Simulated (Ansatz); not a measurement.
# Cs on Ir(111): change of the work function, part 2 of 3

Aim: the work function of Ir(111) at several coverages of Cs (fcc site), and the dipole that each adsorbate carries.

Ansatz 0.2.0; plane-wave DFT, PBE, Ansatz PAW.

So far, work function, upper face (eV): step 2 (the clean slab) 5.49.

## Step 3: Adsorbate added, k-mesh 4×4×1, coverage 0.111 ML

System of this step: Cs/Ir(111). The cell holds 37 atoms: 36 Ir and 1 Cs. Cell: a = 8.146 Å, b = 8.146 Å, c = 28.278 Å, α = 90.0°, β = 90.0°, γ = 60.0°. Vacuum lies along c.

The clean slab as it ended is repeated in the plane and the adsorbate is set on one face; the cell's size fixes the coverage, and the k-mesh shrinks with it to keep the sampling density about even. Adsorbate and upper layers relax, since the dipole depends on the height.

Contents of input.yaml:

```yaml
crystal:
  lattice:
    - [8.1458701194, 0.0, 0.0]
    - [4.0729350597, 7.0545304593, 0.0]
    - [0.0, 0.0, 28.2777532303]
  atoms:
    - { symbol: Ir, position: [0.0, 0.0, 0.3182713961] }
    - { symbol: Ir, position: [0.1111111111, 0.1111111111, 0.3966731353] }
    - { symbol: Ir, position: [0.2222222222, 0.2222222222, 0.4749836049] }
    - { symbol: Ir, position: [0.0, 0.0, 0.5529181457] }
    - { symbol: Ir, position: [0.0, 0.3333333333, 0.3182713961] }
    - { symbol: Ir, position: [0.1111111111, 0.4444444444, 0.3966731353] }
    - { symbol: Ir, position: [0.2222222222, 0.5555555556, 0.4749836049] }
    - { symbol: Ir, position: [0.0, 0.3333333333, 0.5529181457] }
    - { symbol: Ir, position: [0.0, 0.6666666667, 0.3182713961] }
    - { symbol: Ir, position: [0.1111111111, 0.7777777778, 0.3966731353] }
    - { symbol: Ir, position: [0.2222222222, 0.8888888889, 0.4749836049] }
    - { symbol: Ir, position: [0.0, 0.6666666667, 0.5529181457] }
    - { symbol: Ir, position: [0.3333333333, 0.0, 0.3182713961] }
    - { symbol: Ir, position: [0.4444444444, 0.1111111111, 0.3966731353] }
    - { symbol: Ir, position: [0.5555555556, 0.2222222222, 0.4749836049] }
    - { symbol: Ir, position: [0.3333333333, 0.0, 0.5529181457] }
    - { symbol: Ir, position: [0.3333333333, 0.3333333333, 0.3182713961] }
    - { symbol: Ir, position: [0.4444444444, 0.4444444444, 0.3966731353] }
    - { symbol: Ir, position: [0.5555555556, 0.5555555556, 0.4749836049] }
    - { symbol: Ir, position: [0.3333333333, 0.3333333333, 0.5529181457] }
    - { symbol: Ir, position: [0.3333333333, 0.6666666667, 0.3182713961] }
    - { symbol: Ir, position: [0.4444444444, 0.7777777778, 0.3966731353] }
    - { symbol: Ir, position: [0.5555555556, 0.8888888889, 0.4749836049] }
    - { symbol: Ir, position: [0.3333333333, 0.6666666667, 0.5529181457] }
    - { symbol: Ir, position: [0.6666666667, 0.0, 0.3182713961] }
    - { symbol: Ir, position: [0.7777777778, 0.1111111111, 0.3966731353] }
    - { symbol: Ir, position: [0.8888888889, 0.2222222222, 0.4749836049] }
    - { symbol: Ir, position: [0.6666666667, 0.0, 0.5529181457] }
    - { symbol: Ir, position: [0.6666666667, 0.3333333333, 0.3182713961] }
    - { symbol: Ir, position: [0.7777777778, 0.4444444444, 0.3966731353] }
    - { symbol: Ir, position: [0.8888888889, 0.5555555556, 0.4749836049] }
    - { symbol: Ir, position: [0.6666666667, 0.3333333333, 0.5529181457] }
    - { symbol: Ir, position: [0.6666666667, 0.6666666667, 0.3182713961] }
    - { symbol: Ir, position: [0.7777777778, 0.7777777778, 0.3966731353] }
    - { symbol: Ir, position: [0.8888888889, 0.8888888889, 0.4749836049] }
    - { symbol: Ir, position: [0.6666666667, 0.6666666667, 0.5529181457] }
    - { symbol: Cs, position: [0.1111111111, 0.1111111111, 0.6817286039] }
kpoints:
  mp_grid: { grid: [4, 4, 1] }
hamiltonian:
  xc: pbe
scf:
  occupations: { method: fermi_dirac, width: 0.1 }
  convergence: { dr2_threshold: 1.0e-08 }
efield:
  axis: 3
  dipole_correction: true
  ramp_position: 0.97
  ramp_width: 0.06
relax:
  f_tol: 0.02
  max_steps: 60
  constraints:
    - { sites: [0, 1, 4, 5, 8, 9, 12, 13, 16, 17, 20, 21, 24, 25, 28, 29, 32, 33] }
output:
  write_potential: true
  write_density: true
  volumetric_format: npy
```

Launch:

```sh
ansatz run input.yaml --threads 4 --pin off --max-ram 16384MiB --backend cpu --events-out ev --progress --plain --runs-dir out
```

What it wrote:

```text
[...]
Crystal: 37 atoms, lattice volume = 1624.989 Å³
Basis set: ecut = 420 eV, 31769 PW (Γ), exchange–correlation on 120×120×384 points (8 copies of the dense FFT grid, shifted against one another)
Bands: 373, of which v1, the nominal top of the filled ones, is band 311 counted from 1 (310 counted from 0)
Symmetry: 6 space group operations
[...]
k-points: 4 of 16 (time reversal used)
[...]
SCF iter   1: F=—  HF=-435328.585412 eV  |F-HF|=—  |Δ(HF+E_count)|=         —  Δρ=8.61e-3  dr2=1.57e1  ethr=1.77e-3  p=1.486 e·Å  D=1.65e-1 V/Å  ΔV_dip=-4.68 eV  dr2_dipole=2.30e-1  V_vac-E_F(+/−)=0.43/5.11 eV  ⟨swp⟩=7.5  Hψ=6260  notcnv=0  defer=11
[...]
SCF iter  11: F=-435328.292076 eV  HF=-435328.292076 eV  |F-HF|=1.16e-10  |Δ(HF+E_count)|=   2.46e-8  Δρ=1.58e-7  dr2=1.77e-9  ethr=1.61e-12  p=1.380 e·Å  D=1.54e-1 V/Å  ΔV_dip=-4.35 eV  dr2_dipole=1.40e-11  V_vac-E_F(+/−)=1.16/5.51 eV  ⟨swp⟩=9.8  Hψ=10087  notcnv=0
SCF 1 converged in 11 iterations: F = -435328.292076 eV  dr2 = 1.77e-9
[...]
relax step   1: F+E_penalty+E_count = -435328.29207561 eV  Δ(F+E_penalty+E_count) = +0.000e0 eV  max|allowed force component| = 8.595e-1 eV/Å  Δτ_max = 0.0000 Å  (11 SCF iters, accepted)
[...]
SCF iter   9: F=-435328.404439 eV  HF=-435328.404439 eV  |F-HF|=2.33e-10  |Δ(HF+E_count)|=   3.41e-8  Δρ=3.92e-7  dr2=3.72e-9  ethr=1.61e-12  p=1.318 e·Å  D=1.47e-1 V/Å  ΔV_dip=-4.15 eV  dr2_dipole=3.53e-10  V_vac-E_F(+/−)=1.36/5.51 eV  ⟨swp⟩=8.0  Hψ=10742  notcnv=0
SCF 2 converged in 9 iterations: F = -435328.404439 eV  dr2 = 3.72e-9
[...]
relax step   2: F+E_penalty+E_count = -435328.40443910 eV  Δ(F+E_penalty+E_count) = -1.124e-1 eV  max|allowed force component| = 6.980e-1 eV/Å  Δτ_max = 0.1403 Å  (9 SCF iters, accepted)
SCF iter   1: F=—  HF=-435328.519290 eV  |F-HF|=—  |Δ(HF+E_count)|=         —  Δρ=1.61e-3  dr2=2.40e-1  ethr=8.39e-4  p=1.318 e·Å  D=1.47e-1 V/Å  ΔV_dip=-4.15 eV  dr2_dipole=7.50e-2  V_vac-E_F(+/−)=1.37/5.52 eV  ⟨swp⟩=4.5  Hψ=3065  notcnv=0  defer=48
[...]
SCF iter   9: F=-435328.512643 eV  HF=-435328.512643 eV  |F-HF|=1.20e-8  |Δ(HF+E_count)|=   4.85e-8  Δρ=4.65e-7  dr2=8.31e-9  ethr=1.61e-12  p=1.203 e·Å  D=1.34e-1 V/Å  ΔV_dip=-3.79 eV  dr2_dipole=2.58e-11  V_vac-E_F(+/−)=1.72/5.50 eV  ⟨swp⟩=8.0  Hψ=10849  notcnv=0
SCF 3 converged in 9 iterations: F = -435328.512643 eV  dr2 = 8.31e-9
[...]
relax step   3: F+E_penalty+E_count = -435328.51264287 eV  Δ(F+E_penalty+E_count) = -1.082e-1 eV  max|allowed force component| = 3.356e-1 eV/Å  Δτ_max = 0.1912 Å  (9 SCF iters, accepted)
[...]
relax step   4: F+E_penalty+E_count = -435328.53434192 eV  Δ(F+E_penalty+E_count) = -2.170e-2 eV  max|allowed force component| = 1.455e-1 eV/Å  Δτ_max = 0.1949 Å  (9 SCF iters, accepted)
SCF iter   1: F=—  HF=-435328.535491 eV  |F-HF|=—  |Δ(HF+E_count)|=         —  Δρ=3.42e-4  dr2=1.19e-2  ethr=1.54e-5  p=1.089 e·Å  D=1.21e-1 V/Å  ΔV_dip=-3.43 eV  dr2_dipole=5.09e-3  V_vac-E_F(+/−)=2.07/5.50 eV  ⟨swp⟩=4.0  Hψ=2893  notcnv=0  defer=61
[...]
SCF iter   8: F=-435328.538111 eV  HF=-435328.538111 eV  |F-HF|=5.01e-9  |Δ(HF+E_count)|=   2.11e-8  Δρ=2.47e-7  dr2=1.60e-9  ethr=1.61e-12  p=1.118 e·Å  D=1.25e-1 V/Å  ΔV_dip=-3.52 eV  dr2_dipole=2.20e-12  V_vac-E_F(+/−)=1.98/5.50 eV  ⟨swp⟩=10.0  Hψ=10447  notcnv=0
SCF 5 converged in 8 iterations: F = -435328.538111 eV  dr2 = 1.60e-9
relax step   5: F+E_penalty+E_count = -435328.53811096 eV  Δ(F+E_penalty+E_count) = -3.769e-3 eV  max|allowed force component| = 1.563e-2 eV/Å  Δτ_max = 0.0501 Å  (8 SCF iters, accepted)
NSCF: frozen V_eff on 4 k-points
[...]
SCF converged after 8 iterations
Free energy (F): -435328.538111 eV
[...]
Internal energy: -435327.297204 eV  (E = F + TS)
E sigma→0 (E₀):  -435327.917657 eV
Entropy (-TS):   -1.240907 eV (-33.538 meV/atom)
Fermi energy:    5.811977 eV
Dipole field:    D = 0.124521 V/Å  (p = 1.118234 e·Å, saw-weighted, corrected)
Work function:   Φ+ = 1.9795 eV   Φ− = 5.5007 eV
[...]
--- Forces (eV/Å), atoms counted from 1 ---
  atom   1  Ir     0.00167602     0.00096765     0.14919255
  atom   2  Ir     0.00000000    -0.00000000    -0.11988623
  atom   3  Ir    -0.00076797    -0.00044339    -0.00058065
  atom   4  Ir    -0.00181191    -0.00104611    -0.01563291
  atom   5  Ir     0.00000000    -0.00193530     0.14919255
  atom   6  Ir     0.00798395     0.00007435    -0.15789368
  atom   7  Ir    -0.00132322     0.00076396     0.00650144
  atom   8  Ir    -0.00000000     0.00209221    -0.01563291
  atom   9  Ir    -0.01182684     0.00682823     0.16179705
  atom  10  Ir     0.00392759    -0.00695148    -0.15789368
  atom  11  Ir    -0.00000000     0.00088678    -0.00058065
  atom  12  Ir    -0.00010814     0.00006244     0.00043650
  atom  13  Ir    -0.00167602     0.00096765     0.14919255
  atom  14  Ir     0.00405636     0.00687713    -0.15789368
  atom  15  Ir    -0.00000000    -0.00152792     0.00650144
  atom  16  Ir     0.00181191    -0.00104611    -0.01563291
  atom  17  Ir    -0.00074361    -0.00042932     0.14209480
  atom  18  Ir     0.00000000    -0.00000000    -0.11733983
  atom  19  Ir     0.00132322     0.00076396     0.00650144
  atom  20  Ir    -0.00117556    -0.00067871     0.00032474
  atom  21  Ir     0.00000000     0.00085865     0.14209480
  atom  22  Ir    -0.00392759    -0.00695148    -0.15789368
  atom  23  Ir     0.00181398    -0.00104730     0.00354823
  atom  24  Ir    -0.00000000     0.00135743     0.00032474
  atom  25  Ir     0.00000000    -0.01365646     0.16179705
  atom  26  Ir    -0.00405636     0.00687713    -0.15789368
  atom  27  Ir     0.00076797    -0.00044339    -0.00058065
  atom  28  Ir    -0.00000000    -0.00012487     0.00043650
  atom  29  Ir     0.00074361    -0.00042932     0.14209480
  atom  30  Ir    -0.00798395     0.00007435    -0.15789368
  atom  31  Ir    -0.00000000     0.00209460     0.00354823
  atom  32  Ir     0.00117556    -0.00067871     0.00032474
  atom  33  Ir     0.01182684     0.00682823     0.16179705
  atom  34  Ir     0.00000000    -0.00000000    -0.16761010
  atom  35  Ir    -0.00181398    -0.00104730     0.00354823
  atom  36  Ir     0.00010814     0.00006244     0.00043650
  atom  37  Cs    -0.00000000     0.00000000     0.00914736
  max |Σ_I F_I| component: 5.60e-6 eV/Å
--- Band table (eV) ---
  k-point 0: bands = [... 307 lower, 5.5518, 5.6106, 5.6106, 5.8123, 5.8174, 5.8210, 5.8210, 5.8254, ... 58 higher]
  k-point 1: bands = [... 307 lower, 5.4622, 5.7240, 5.7257, 5.8821, 5.8900, 5.9074, 5.9249, 6.0488, ... 58 higher]
  k-point 2: bands = [... 307 lower, 5.5414, 5.8083, 5.8139, 5.8847, 5.9120, 5.9194, 5.9264, 5.9293, ... 58 higher]
  k-point 3: bands = [... 307 lower, 5.6029, 5.7921, 5.8238, 5.8632, 5.9877, 6.0790, 6.0926, 6.1684, ... 58 higher]
--- Relaxed structure (5 steps of the walk, 5 accepted, 0 SCFs on fresh bases) ---
  F+E_penalty+E_count = -435328.53811096 eV   max|allowed force component| = 1.563e-2 eV/Å
  atoms:
    - { symbol: Ir, position: [1.111111e-11, 1.111111e-11, 0.318271] }
    - { symbol: Ir, position: [0.111111, 0.111111, 0.3966731353] }
    - { symbol: Ir, position: [0.222178, 0.222178, 0.475113] }
    - { symbol: Ir, position: [-0.000632092, -0.000632092, 0.553038] }
    - { symbol: Ir, position: [1.111108e-11, 0.333333, 0.318271] }
    - { symbol: Ir, position: [0.111111, 0.444444, 0.3966731353] }
    - { symbol: Ir, position: [0.222276, 0.555528, 0.475193] }
    - { symbol: Ir, position: [-0.000632092, 0.334598, 0.553038] }
    - { symbol: Ir, position: [-2.222222e-11, 0.666667, 0.318271] }
    - { symbol: Ir, position: [0.111111, 0.777778, 0.3966731353] }
    - { symbol: Ir, position: [0.222178, 0.888978, 0.475113] }
    - { symbol: Ir, position: [-6.608747e-5, 0.666700, 0.553241] }
    - { symbol: Ir, position: [0.333333, 1.111111e-11, 0.318271] }
    - { symbol: Ir, position: [0.444444, 0.111111, 0.3966731353] }
    - { symbol: Ir, position: [0.555528, 0.222276, 0.475193] }
    - { symbol: Ir, position: [0.334598, -0.000632092, 0.553038] }
    - { symbol: Ir, position: [0.333333, 0.333333, 0.318271] }
    - { symbol: Ir, position: [0.444444, 0.444444, 0.3966731353] }
    - { symbol: Ir, position: [0.555528, 0.555528, 0.475193] }
    - { symbol: Ir, position: [0.333375, 0.333375, 0.553351] }
    - { symbol: Ir, position: [0.333333, 0.666667, 0.318271] }
    - { symbol: Ir, position: [0.444444, 0.777778, 0.3966731353] }
    - { symbol: Ir, position: [0.555865, 0.888734, 0.474979] }
    - { symbol: Ir, position: [0.333375, 0.666583, 0.553351] }
    - { symbol: Ir, position: [0.666667, -2.222220e-11, 0.318271] }
    - { symbol: Ir, position: [0.777778, 0.111111, 0.3966731353] }
    - { symbol: Ir, position: [0.888978, 0.222178, 0.475113] }
    - { symbol: Ir, position: [0.666700, -6.608747e-5, 0.553241] }
    - { symbol: Ir, position: [0.666667, 0.333333, 0.318271] }
    - { symbol: Ir, position: [0.777778, 0.444444, 0.3966731353] }
    - { symbol: Ir, position: [0.888734, 0.555865, 0.474979] }
    - { symbol: Ir, position: [0.666583, 0.333375, 0.553351] }
    - { symbol: Ir, position: [0.666667, 0.666667, 0.318271] }
    - { symbol: Ir, position: [0.777778, 0.777778, 0.3966731353] }
    - { symbol: Ir, position: [0.888734, 0.888734, 0.474979] }
    - { symbol: Ir, position: [0.666700, 0.666700, 0.553241] }
    - { symbol: Cs, position: [0.111111, 0.111111, 0.664887] }
```

Elapsed: 11 min, on 4 threads of Arm Neoverse V1, shared host; peak memory 10 GiB.

The steps of the relaxation:

| step | energy less that of the first step (eV) | largest force component (eV/Å) |
| --- | --- | --- |
| 1 | 0.0000 | 0.8595 |
| 2 | -0.1124 | 0.6980 |
| 3 | -0.2206 | 0.3356 |
| 4 | -0.2423 | 0.1455 |
| 5 | -0.2460 | 0.0156 |

Forces are held to the 6 operations that the program found; a distortion that breaks them can't arise in this run.

The atoms that moved most (Å):

| atom | dx | dy | dz | length |
| --- | --- | --- | --- | --- |
| Cs37 | 0.000 | 0.000 | -0.476 | 0.476 |
| Ir32 | -0.001 | 0.000 | 0.012 | 0.012 |
| Ir24 | 0.000 | -0.001 | 0.012 | 0.012 |
| Ir20 | 0.001 | 0.000 | 0.012 | 0.012 |
| Ir8 | 0.000 | 0.009 | 0.003 | 0.010 |
| Ir4 | -0.008 | -0.004 | 0.003 | 0.010 |
| Ir16 | 0.008 | -0.004 | 0.003 | 0.010 |
| Ir28 | 0.000 | 0.000 | 0.009 | 0.009 |

The relaxed structure:

```
Ir Cs
1.0
     8.14587    0.00000    0.00000
     4.07294    7.05453    0.00000
     0.00000    0.00000   28.27775
Ir Cs
36 1
Direct
  0.00000 0.00000 0.31827
  0.11111 0.11111 0.39667
  0.22218 0.22218 0.47511
  0.99937 0.99937 0.55304
  0.00000 0.33333 0.31827
  0.11111 0.44444 0.39667
  0.22228 0.55553 0.47519
  0.99937 0.33460 0.55304
  0.00000 0.66667 0.31827
  0.11111 0.77778 0.39667
  0.22218 0.88898 0.47511
  0.99993 0.66670 0.55324
  0.33333 0.00000 0.31827
  0.44444 0.11111 0.39667
  0.55553 0.22228 0.47519
  0.33460 0.99937 0.55304
  0.33333 0.33333 0.31827
  0.44444 0.44444 0.39667
  0.55553 0.55553 0.47519
  0.33338 0.33338 0.55335
  0.33333 0.66667 0.31827
  0.44444 0.77778 0.39667
  0.55586 0.88873 0.47498
  0.33338 0.66658 0.55335
  0.66667 0.00000 0.31827
  0.77778 0.11111 0.39667
  0.88898 0.22218 0.47511
  0.66670 0.99993 0.55324
  0.66667 0.33333 0.31827
  0.77778 0.44444 0.39667
  0.88873 0.55586 0.47498
  0.66658 0.33338 0.55335
  0.66667 0.66667 0.31827
  0.77778 0.77778 0.39667
  0.88873 0.88873 0.47498
  0.66670 0.66670 0.55324
  0.11111 0.11111 0.66489
```

This step gave:

| Property | Result |
| --- | --- |
| energy at zero smearing | -435327.9177 eV |
| work function, upper face | 1.979 eV |
| work function, lower face | 5.501 eV |
| dipole along the normal | 1.118 e·Å |
| step between the vacuum levels | -3.521 eV |

Running mean over 2.217 Å of the planar mean; the ramp of the sawtooth is left out. Table of electron's electrostatic potential energy less the Fermi level by z:

z (Å), electron's electrostatic potential energy less the Fermi level (eV) and a bar from the least value:
```
        4        5.5 ##############################
        5        5.5 ##############################
        6        5.4 ##############################
        7        4.3 ############################
        8       -5.5 #############
        9      -12.7 #
       10      -13.3 
       11      -13.5 
       12      -13.6 
       13      -13.6 
       14      -13.5 
       15      -13.3 
       16      -11.8 ###
       17       -1.7 ###################
       18        2.2 #########################
       19        1.1 #######################
       20        1.4 #######################
       21        1.9 ########################
       22        2.0 ########################
       23        2.0 ########################
       24        2.0 ########################
       25        2.0 ########################
```

The relaxation took 5 steps and lowered the energy by 0.25 eV; the largest force on the free atoms ends at 0.016 eV/Å.

The covered face has 1.98 eV, -3.51 eV against the clean one; the bare back face has moved by +0.01 eV, a measure of how thin the slab is.

[end of part 2 of 3]

[Long decimals in the printed logs are rounded to 6 places.]

[Logs are printed without paths, hosts, clocks, repeated set-up lines and the standing remarks that a program may print on its own settings, such as how far it seeks lower states.]

[Hosts, paths, dates, database ids (printed as entryN), source tags and the programs' standing remarks are cut or masked in the printed files.]

[Maps of the electrostatic potential energy from Ansatz leave out the sawtooth potential of an applied field or a dipole correction, so their vacuum need not be flat; planar profiles and work functions include it.]
